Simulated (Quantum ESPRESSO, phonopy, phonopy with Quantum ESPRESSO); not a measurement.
# Al (Fm-3m): a volume series of phonon spectra, part 6 of 6

Which modes of Al drive its thermal expansion?

Experimental results on record:
- volume expansion coefficient 69 1e-6/K and heat capacity C_P per formula unit 24.2 J/mol/K near room temperature (given in “High-Throughput Prediction of Finite-Temperature Properties using the Quasi-Harmonic Approximation”, 2016, arXiv:1603.06924)

Quantum ESPRESSO 7.5; DFT PBE, scalar-relativistic, plane waves, GBRV ultrasoft pseudopotentials.

So far. Step 12 (Phonons, V/V0 0.985): The time given is that of the one pw.x run on a displaced cell behind this step. Step 13 (Self-consistent run, V/V0 1.03): The run ends at a pressure of -2.14 GPa.

### 15. Lattice dynamics at this volume, V/V0 1.03

This step: DFT PBE, scalar-relativistic, plane waves, GBRV ultrasoft pseudopotentials (phonopy with Quantum ESPRESSO 4.10.0 / 7.5).

Run time: 1.7 min. Hardware: 4 threads of AMD EPYC 9R45, shared host; 6.8 min of CPU time.

Phonopy, no LO-TO term. Phonon branches along the path, in cm⁻¹:

| point | branch 1 | branch 2 | branch 3 |
| --- | --- | --- | --- |
| Γ | 0 | 0 | 0 |
| halfway | 122 | 122 | 219 |
| X | 176 | 176 | 293 |
| halfway | 176 | 195 | 287 |
| U | 173 | 233 | 269 |
| jump to K | 173 | 233 | 269 |
| halfway | 111 | 148 | 233 |
| Γ | 0 | 0 | 0 |
| halfway | 96 | 96 | 215 |
| L | 144 | 144 | 308 |
| halfway | 164 | 202 | 285 |
| W | 198 | 247 | 247 |
| halfway | 187 | 201 | 281 |
| X | 176 | 176 | 293 |

The phonon branches as a text plot (rows in cm⁻¹):

```
    301 |                                       *****
    288 |          ******                      *     **       ***
    276 |         *      *                             *     *
    263 |                 * ****                        *  **
    250 |       **         *                 **          **
    237 |                 *     *                       *  *
    224 |     **         *  **                         *    *
    211 |                                   *
    199 |              **                             *  *****
    186 |             *       ** **                  *  *    ***
    173 |    *     ********                *           *        *
    160 |         *        *                        ***
    147 |       **          **  *               *****
    135 |                     **   **          *
    122 |  ** **                         **  **
    109 |                       ***
     96 |    *                              *
     83 |                        **
     70 |  **                      ***     *
     58 | *                        **   *
     45 |                                **
     32 | *                          *
     19 |                               *
      6 |*                            **
         Γ           X  U|K            Γ         L        W     X
```

No mode is imaginary beyond numerical noise along the path.

The time given is that of the one pw.x run on a displaced cell behind this step.

### 16. Ground state at this cell, V/V0 0.97

A tight ground state at this cell gives the energy of this member; its pressure is the stress at this cutoff, which can carry an offset from the finite basis.

This step: DFT PBE, scalar-relativistic, plane waves, GBRV ultrasoft pseudopotentials (Quantum ESPRESSO 7.5).

System of this step: Al. Symmetry: Fm-3m, No. 225, cubic system. Conventional cell: a = 4.000 Å, b = 4.000 Å, c = 4.000 Å, α = 90.00°, β = 90.00°, γ = 90.00°. Nearest to Al lie 12 Al at 2.83 Å.

scf.in

```
&CONTROL
  calculation = 'scf'
  prefix      = 'x'
  outdir      = './tmp'
  pseudo_dir  = './pseudo'
  tprnfor     = .true.
  tstress     = .true.
/
&SYSTEM
  ibrav       = 0
  nat         = 1
  ntyp        = 1
  ecutwfc     = 40.0
  ecutrho     = 240.0
  occupations = 'smearing'
  smearing    = 'mv'
  degauss     = 0.02
/
&ELECTRONS
  conv_thr         = 1.0d-12
  mixing_beta      = 0.7
  electron_maxstep = 100
/
ATOMIC_SPECIES
 Al     26.9815  Al.upf
CELL_PARAMETERS angstrom
     0.000000000    1.999884104    1.999884104
     1.999884104    0.000000000    1.999884104
     1.999884104    1.999884104    0.000000000
ATOMIC_POSITIONS crystal
 Al     0.000000000   0.000000000   0.000000000
K_POINTS automatic
 16 16 16 0 0 0
```

Run with:

```
OMP_NUM_THREADS=1 mpirun -n 4 pw.x -nk 4 -in scf.in > scf.out
```

Output:

```text
[banner, memory and clock lines left out]
Program PWSCF v.7.5

     Message from routine setup:
     using ibrav=0 with symmetry is DISCOURAGED, use correct ibrav instead

     G-vector sticks info

     bravais-lattice index     =            0
     lattice parameter (alat)  =       5.3446  a.u.
     unit-cell volume          =     107.9546 (a.u.)^3
     number of atoms/cell      =            1
     number of atomic types    =            1
[...]
Total force =     0.000000     Total SCF correction =     0.000000

     Computing stress (Cartesian axis) and pressure

          total   stress  (Ry/bohr**3)                   (kbar)     P=       25.34
   0.00017227  -0.00000000  -0.00000000           25.34       -0.00       -0.00
  -0.00000000   0.00017227  -0.00000000           -0.00       25.34       -0.00
  -0.00000000  -0.00000000   0.00017227           -0.00       -0.00       25.34

     XML data file, charge density, pseudopotentials, collected wavefunctions
[key lines of the parts left out:]
!    total energy              =      -6.70779095 Ry
the Fermi energy is     8.2705 ev
convergence has been achieved in   7 iterations
```

Elapsed: 1.8 s, on 4 MPI ranks; 6.3 s of CPU time.

The run ends at a pressure of 2.53 GPa.

### 17. Forces on a displaced cell

One atom (for the harmonic constants) or a pair of atoms (for the cubic ones) is moved by a few hundredths of an ångström; the forces on all atoms give a column of force constants. The threshold is tight because the forces are small.

System of this step: Al. Symmetry: Imm2, No. 44, orthorhombic system. The conventional cell has a = 8.485 Å, b = 11.999 Å, c = 8.485 Å, α = 90.00°, β = 90.00°, γ = 90.00°. Nearest to Al lie 12 Al at 2.81 to 2.85 Å. Al has 12 Al at 2.81 to 2.83 Å nearest. Al has 12 Al at 2.83 to 2.85 Å nearest. Al has 12 Al at 2.82 to 2.83 Å nearest. Nearest to Al lie 12 Al at 2.83 Å. Al has 12 Al at 2.83 to 2.84 Å nearest.

disp-00001.in

```
&CONTROL
  calculation = 'scf'
  prefix      = 'x'
  outdir      = './tmp'
  pseudo_dir  = './pseudo'
  tprnfor     = .true.
  disk_io     = 'none'
/
&SYSTEM
  ibrav       = 0
  nat         = 27
  ntyp        = 1
  ecutwfc     = 40.0
  ecutrho     = 240.0
  occupations = 'smearing'
  smearing    = 'mv'
  degauss     = 0.02
/
&ELECTRONS
  conv_thr         = 1.0d-11
  mixing_beta      = 0.7
  electron_maxstep = 100
/
ATOMIC_SPECIES
 Al     26.9815  Al.upf
CELL_PARAMETERS angstrom
     0.000000000    5.999652311    5.999652311
     5.999652311    0.000000000    5.999652311
     5.999652311    5.999652311    0.000000000
ATOMIC_POSITIONS crystal
 Al     0.002357159   0.000000000   0.000000000
 Al     0.333333333   0.000000000   0.000000000
 Al     0.666666667   0.000000000   0.000000000
 Al     0.000000000   0.333333333   0.000000000
 Al     0.333333333   0.333333333   0.000000000
 Al     0.666666667   0.333333333   0.000000000
 Al     0.000000000   0.666666667   0.000000000
 Al     0.333333333   0.666666667   0.000000000
 Al     0.666666667   0.666666667   0.000000000
 Al     0.000000000   0.000000000   0.333333333
 Al     0.333333333   0.000000000   0.333333333
 Al     0.666666667   0.000000000   0.333333333
 Al     0.000000000   0.333333333   0.333333333
 Al     0.333333333   0.333333333   0.333333333
 Al     0.666666667   0.333333333   0.333333333
 Al     0.000000000   0.666666667   0.333333333
 Al     0.333333333   0.666666667   0.333333333
 Al     0.666666667   0.666666667   0.333333333
 Al     0.000000000   0.000000000   0.666666667
 Al     0.333333333   0.000000000   0.666666667
 Al     0.666666667   0.000000000   0.666666667
 Al     0.000000000   0.333333333   0.666666667
 Al     0.333333333   0.333333333   0.666666667
 Al     0.666666667   0.333333333   0.666666667
 Al     0.000000000   0.666666667   0.666666667
 Al     0.333333333   0.666666667   0.666666667
 Al     0.666666667   0.666666667   0.666666667
K_POINTS automatic
 5 5 5 0 0 0
```

Run with:

```
OMP_NUM_THREADS=1 mpirun -n 4 pw.x -nk 4 -in disp-00001.in > disp-00001.out
```

Output:

```text
[banner, memory and clock lines left out]
Program PWSCF v.7.5

     Message from routine setup:
     using ibrav=0 with symmetry is DISCOURAGED, use correct ibrav instead

     G-vector sticks info

     bravais-lattice index     =            0
     lattice parameter (alat)  =      16.0339  a.u.
     unit-cell volume          =    2914.7737 (a.u.)^3
     number of atoms/cell      =           27
     number of atomic types    =            1
[...]
atom    2 type  1   force =    -0.00000000    0.00084551    0.00084551
     atom    3 type  1   force =     0.00000000    0.00077381    0.00077381
[...]
atom   26 type  1   force =    -0.00000049    0.00000699    0.00000699
     atom   27 type  1   force =     0.00000239   -0.00001124   -0.00001124

     Total force =     0.004703     Total SCF correction =     0.000003
     Message from routine punch:
     Nothing written, as per user request (disk_io='none')
[key lines of the parts left out:]
!    total energy              =    -181.10251869 Ry
the Fermi energy is     8.3318 ev
convergence has been achieved in  12 iterations
```

The job ended after 83 s (4 MPI ranks; 5.5 min of CPU time).

### 18. Lattice dynamics at this volume, V/V0 0.97

This step: DFT PBE, scalar-relativistic, plane waves, GBRV ultrasoft pseudopotentials (phonopy with Quantum ESPRESSO 4.10.0 / 7.5).

Run time: 83 s. Hardware: 4 threads.

No mode is imaginary beyond numerical noise along the path.

The time given is that of the one pw.x run on a displaced cell behind this step.

### 19. Ground state at this cell, V/V0 1.05

A tight ground state at this cell gives the energy of this member; its pressure is the stress at this cutoff, which can carry an offset from the finite basis.

This step: DFT PBE, scalar-relativistic, plane waves, GBRV ultrasoft pseudopotentials (Quantum ESPRESSO 7.5).

System of this step: Al. Symmetry: Fm-3m, No. 225, cubic system. The conventional cell has a = 4.107 Å, b = 4.107 Å, c = 4.107 Å, α = 90.00°, β = 90.00°, γ = 90.00°. Al has 12 Al at 2.90 Å nearest.

scf.in: that of step 16 with these lines changed.

```diff
@@ -26,5 +26,5 @@
 CELL_PARAMETERS angstrom
-     0.000000000    1.999884104    1.999884104
-     1.999884104    0.000000000    1.999884104
-     1.999884104    1.999884104    0.000000000
+     0.000000000    2.053417931    2.053417931
+     2.053417931    0.000000000    2.053417931
+     2.053417931    2.053417931    0.000000000
 ATOMIC_POSITIONS crystal
```

Run with:

```
OMP_NUM_THREADS=1 mpirun -n 4 pw.x -nk 4 -in scf.in > scf.out
```

Output:

```text
[banner, memory and clock lines left out]
Program PWSCF v.7.5

     Message from routine setup:
     using ibrav=0 with symmetry is DISCOURAGED, use correct ibrav instead

     G-vector sticks info

     bravais-lattice index     =            0
     lattice parameter (alat)  =       5.4877  a.u.
     unit-cell volume          =     116.8581 (a.u.)^3
     number of atoms/cell      =            1
     number of atomic types    =            1
[...]
Total force =     0.000000     Total SCF correction =     0.000000

     Computing stress (Cartesian axis) and pressure

          total   stress  (Ry/bohr**3)                   (kbar)     P=      -33.73
  -0.00022932   0.00000000   0.00000000          -33.73        0.00        0.00
   0.00000000  -0.00022932   0.00000000            0.00      -33.73        0.00
   0.00000000   0.00000000  -0.00022932            0.00        0.00      -33.73

     XML data file, charge density, pseudopotentials, collected wavefunctions
[key lines of the parts left out:]
!    total energy              =      -6.70740250 Ry
the Fermi energy is     7.4477 ev
convergence has been achieved in   7 iterations
```

Run time: 1.9 s. Hardware: 4 MPI ranks; 6.6 s of CPU time.

The run ends at a pressure of -3.37 GPa.

### 20. A displaced supercell

One atom (for the harmonic constants) or a pair of atoms (for the cubic ones) is moved by a few hundredths of an ångström; the forces on all atoms give a column of force constants. The threshold is tight because the forces are small.

System of this step: Al. The structure is orthorhombic, space group Imm2 (No. 44). The conventional cell has a = 8.712 Å, b = 12.321 Å, c = 8.712 Å, α = 90.00°, β = 90.00°, γ = 90.00°. Nearest to Al lie 12 Al at 2.88 to 2.92 Å. Al has 12 Al at 2.88 to 2.90 Å nearest. Al has 12 Al at 2.90 to 2.92 Å nearest. Nearest to Al lie 12 Al at 2.89 to 2.90 Å. Nearest to Al lie 12 Al at 2.90 Å. Nearest to Al lie 12 Al at 2.90 to 2.91 Å.

disp-00001.in: that of step 17 with these lines changed.

```diff
@@ -26,7 +26,7 @@
 CELL_PARAMETERS angstrom
-     0.000000000    5.999652311    5.999652311
-     5.999652311    0.000000000    5.999652311
-     5.999652311    5.999652311    0.000000000
+     0.000000000    6.160253792    6.160253792
+     6.160253792    0.000000000    6.160253792
+     6.160253792    6.160253792    0.000000000
 ATOMIC_POSITIONS crystal
- Al     0.002357159   0.000000000   0.000000000
+ Al     0.002295707   0.000000000   0.000000000
  Al     0.333333333   0.000000000   0.000000000
```

Run with:

```
OMP_NUM_THREADS=1 mpirun -n 4 pw.x -nk 4 -in disp-00001.in > disp-00001.out
```

Output:

```text
[banner, memory and clock lines left out]
Program PWSCF v.7.5

     Message from routine setup:
     using ibrav=0 with symmetry is DISCOURAGED, use correct ibrav instead

     G-vector sticks info

     bravais-lattice index     =            0
     lattice parameter (alat)  =      16.4631  a.u.
     unit-cell volume          =    3155.1674 (a.u.)^3
     number of atoms/cell      =           27
     number of atomic types    =            1
[...]
atom    2 type  1   force =    -0.00000000    0.00061986    0.00061986
     atom    3 type  1   force =    -0.00000000    0.00055607    0.00055607
[...]
atom   26 type  1   force =     0.00000197    0.00001534    0.00001534
     atom   27 type  1   force =     0.00000294   -0.00001457   -0.00001457

     Total force =     0.003368     Total SCF correction =     0.000001
     Message from routine punch:
     Nothing written, as per user request (disk_io='none')
[key lines of the parts left out:]
!    total energy              =    -181.09157635 Ry
the Fermi energy is     7.5078 ev
convergence has been achieved in  14 iterations
```

It took 1.8 min on 4 MPI ranks; 7.3 min of CPU time.

### 21. Phonons, V/V0 1.05

This step: DFT PBE, scalar-relativistic, plane waves, GBRV ultrasoft pseudopotentials (phonopy with Quantum ESPRESSO 4.10.0 / 7.5).

It took 1.8 min on 4 threads.

No mode is imaginary beyond numerical noise along the path.

The time given is that of the one pw.x run on a displaced cell behind this step.

### 22. Mode Grüneisen parameters

This step: DFT PBE, scalar-relativistic, plane waves, GBRV ultrasoft pseudopotentials (phonopy 4.10.0).

This step gave:

```yaml
share_of_modes_with_a_negative_grueneisen_parameter: 0
```

Mean Grüneisen, by row:

| T (K) | heat-capacity-weighted mean | root mean square |
| --- | --- | --- |
| 50 | 2.279 | 2.287 |
| 100 | 2.205 | 2.213 |
| 200 | 2.177 | 2.184 |
| 300 | 2.17 | 2.177 |
| 500 | 2.167 | 2.174 |
| 800 | 2.166 | 2.172 |

Table of mean mode Grueneisen parameter by wavenumber:

| wavenumber (cm⁻¹) | mean mode Grueneisen parameter |
| --- | --- |
| 5 | - |
| 16 | - |
| 27 | 2.68 |
| 38 | 2.66 |
| 49 | 2.58 |
| 60 | 2.54 |
| 70 | 2.55 |
| 81 | 2.47 |
| 92 | 2.44 |
| 103 | 2.39 |
| 114 | 2.39 |
| 125 | 2.29 |
| 136 | 2.29 |
| 146 | 2.19 |
| 157 | 2.16 |
| 168 | 2.16 |
| 179 | 2.24 |
| 190 | 2.28 |
| 201 | 2.2 |
| 212 | 2.15 |
| 222 | 2.13 |
| 233 | 2.11 |
| 244 | 2.08 |
| 255 | 2.06 |
| 266 | 2.03 |
| 277 | 2.03 |
| 288 | 2.04 |
| 298 | 2.03 |
| 309 | 2 |
| 320 | 1.95 |

Volume series, by row:

| V/V0 | V (Å³/atom) | pressure (GPa) | E - E0 (meV/atom) | gap (eV) | zero-point energy (meV/atom) | lowest on the path (cm⁻¹) | highest at Gamma without the LO-TO term (cm⁻¹) |
| --- | --- | --- | --- | --- | --- | --- | --- |
| 0.97 | 16 | 2.534 | 3.806 | 0 | 40.96 | 0 | - |
| 0.985 | 16.24 | 1.214 | 0.926 | 0 | 39.7 | 0 | - |
| 1 | 16.49 | 0.001 | 0 | 0 | 38.47 | 0 | - |
| 1.015 | 16.74 | -1.114 | 0.872 | 0 | 37.24 | 0 | - |
| 1.03 | 16.99 | -2.138 | 3.394 | 0 | 36.05 | 0 | - |
| 1.05 | 17.32 | -3.373 | 9.091 | 0 | 34.48 | 0 | - |

Grüneisen at points, by row:

| point | branch | frequency (cm⁻¹) | mode Grüneisen parameter |
| --- | --- | --- | --- |
| X | 1 | 190.9 | 2.58 |
| X | 3 | 312.6 | 2.11 |
| U | 1 | 185.1 | 2.28 |
| U | 2 | 249.1 | 2.16 |
| U | 3 | 286.2 | 2.06 |
| K | 1 | 185.1 | 2.28 |
| K | 2 | 249.1 | 2.16 |
| K | 3 | 286.2 | 2.06 |
| L | 1 | 153.1 | 1.94 |
| L | 3 | 326.2 | 1.93 |
| W | 1 | 211.9 | 2.2 |
| W | 2 | 262.8 | 2.09 |

### 23. Free-energy fit

Numbers from this step:

```yaml
volume_expansion_coefficient_at_300_k: 76.37 1e-6/K
isothermal_bulk_modulus_at_300_k: 67.76 GPa
c_p_at_300_k: 24.27 J/mol-atom/K
grueneisen_parameter_at_300_k: 2.286
```

The energy (each curve on its own zero) by volume; values in meV/atom:

| volume (Å³/atom) | static | F at 0 K | F at 300 K | F at 950 K |
| --- | --- | --- | --- | --- |
| 15.997 | 3.81 | 6.94 | 10.8 | 24.3 |
| 16.245 | 0.93 | 2.81 | 5.21 | 13.6 |
| 16.492 | 0 | 0.65 | 1.59 | 4.74 |
| 16.739 | 0.87 | 0.3 | -0.31 | -2.56 |
| 16.987 | 3.39 | 1.63 | -0.56 | -8.24 |
| 17.317 | 9.09 | 5.76 | 1.39 | -13.7 |

Phonopy-qha, vinet fit of F(V) at each temperature; no electronic free energy. Qha vinet, by row:

| T (K) | fitted volume (Å³/atom) | alpha_V (1e-6/K) | B_T (GPa) | C_P (J/mol-atom/K) | Grueneisen |
| --- | --- | --- | --- | --- | --- |
| 75 | 16.68 | 27.3 | 74.14 | 8.906 | 2.249 |
| 100 | 16.69 | 39.86 | 73.6 | 13.21 | 2.233 |
| 125 | 16.71 | 49.41 | 72.97 | 16.39 | 2.237 |
| 150 | 16.73 | 56.44 | 72.28 | 18.66 | 2.243 |
| 175 | 16.76 | 61.72 | 71.55 | 20.3 | 2.249 |
| 200 | 16.78 | 65.81 | 70.81 | 21.51 | 2.256 |
| 225 | 16.81 | 69.1 | 70.06 | 22.44 | 2.263 |
| 250 | 16.84 | 71.86 | 69.3 | 23.17 | 2.27 |
| 275 | 16.87 | 74.25 | 68.53 | 23.77 | 2.278 |
| 300 | 16.9 | 76.37 | 67.76 | 24.27 | 2.286 |
| 325 | 16.94 | 78.31 | 66.99 | 24.71 | 2.294 |
| 350 | 16.97 | 80.12 | 66.22 | 25.09 | 2.302 |
| 375 | 17 | 81.83 | 65.44 | 25.43 | 2.311 |
| 400 | 17.04 | 83.48 | 64.67 | 25.75 | 2.319 |
| 425 | 17.08 | 85.08 | 63.89 | 26.04 | 2.328 |
| 450 | 17.11 | 86.65 | 63.12 | 26.32 | 2.337 |

Volume expansion coefficient, phonopy-qha, Vinet against temperature:

| temperature (K) | volume expansion coefficient, phonopy-qha, Vinet (1e-6/K) |
| --- | --- |
| 75 | 27.3 |
| 100 | 39.9 |
| 125 | 49.4 |
| 150 | 56.4 |
| 175 | 61.7 |
| 200 | 65.8 |
| 225 | 69.1 |
| 250 | 71.9 |
| 275 | 74.2 |
| 300 | 76.4 |
| 325 | 78.3 |
| 350 | 80.1 |
| 375 | 81.8 |
| 400 | 83.5 |
| 425 | 85.1 |
| 450 | 86.7 |

The fit gives a volume expansion of 76.4 × 10⁻⁶/K at 300 K.

### 24. Summary of results

```
volume expansion coefficient at 300 K  : 76.37 1e-6/K
isothermal bulk modulus at 300 K       : 67.76 GPa
C_P at 300 K                           : 24.27 J/mol-atom/K
Grüneisen parameter at 300 K           : 2.286
mean mode Grüneisen parameter at 300 K : 2.17
```

What this shows: Near room temperature Al expands by 76.4 × 10⁻⁶/K in volume by PBE, with C_P = 24.3 J/(mol K) per mole of atoms and B_T = 67.8 GPa. The q-mesh is coarse, and the expansion can converge slowly with it. The table stops at 450 K because beyond it the fitted volume comes within 1 % of the largest computed cell, where the fit loses its support. C_P at room temperature is 97 % of the classical 3R an atom. A measured volume expansion coefficient near room temperature is 69 1e-6/K (arXiv:1603.06924); the calculated 76.4 1e-6/K differs by +11 %. A measured heat capacity per formula unit near room temperature is 24.2 J/mol/K (arXiv:1603.06924); the calculated 24.3 J/mol/K agrees within half a per cent. The fit leaves out the electrons' free energy, which adds to C_P and to the expansion of a metal at high temperature. The heat-capacity-weighted Grüneisen parameter goes from 2.28 at 50 K to 2.17 at 800 K. Weighting γ by the density of states and each mode's heat capacity at 300 K, modes below 110 cm⁻¹ give about 7 % of the sum of γC that drives the expansion, those up to 220 cm⁻¹ 58 % and the rest 35 %. Among the labelled points γ is largest for branch 1 at X (191 cm⁻¹, 2.6) and smallest for branch 3 at L (326 cm⁻¹, 1.9). The supercell is small: only its own wavevectors are exact, and branches between them are interpolated and can be misplaced.

[Logs are printed without paths, hosts, clocks, repeated set-up lines and the standing remarks that a program may print on its own settings, such as how far it seeks lower states.]

[Hosts, paths, dates, database ids (printed as entryN), source tags and the programs' standing remarks are cut or masked in the printed files.]

[A step with changed settings may run another functional than the one named; its input shows which.]

[Of the runs on displaced cells, only some may be shown.]
